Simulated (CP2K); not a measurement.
The C K edge of trifluoromethylallene was computed by TDDFT (CP2K XAS_TDP, aug-cc-pVDZ, TDA) at these levels: PBE, PBEh(45%) and PBEh(45%) + GW2X. The first three lines of C1 (bonded to C and 2 H) with a strength over 0.0015, energy in eV and strength:

| run | first | second | third |
| --- | --- | --- | --- |
| 1 | 287.62 (0.048) | 289.45 (0.002) | 290.92 (0.004) |
| 2 | 268.79 (0.024) | 270.37 (0.002) | 270.78 (0.003) |
| 3 | 281.43 (0.049) | 283.26 (0.002) | 284.74 (0.004) |

Question: Which run is which?

Run 1: PBEh(45%) + GW2X (45 % exact exchange). Run 2: PBE (0 % exact exchange). Run 3: PBEh(45%) (45 % exact exchange). Self-interaction lifts the core level, so the uncorrected lines rise with the share of exact exchange. The GW2X run keeps the spacings of its parent: 1.83 eV between the first two lines in run 1, 1.83 eV in run 3. Its shift is +6.19 eV, since the Kohn–Sham level at this share of exchange lies that far above the quasiparticle level.

[Hosts, paths, dates, database ids (printed as entryN), source tags and the programs' standing remarks are cut or masked in the printed files.]
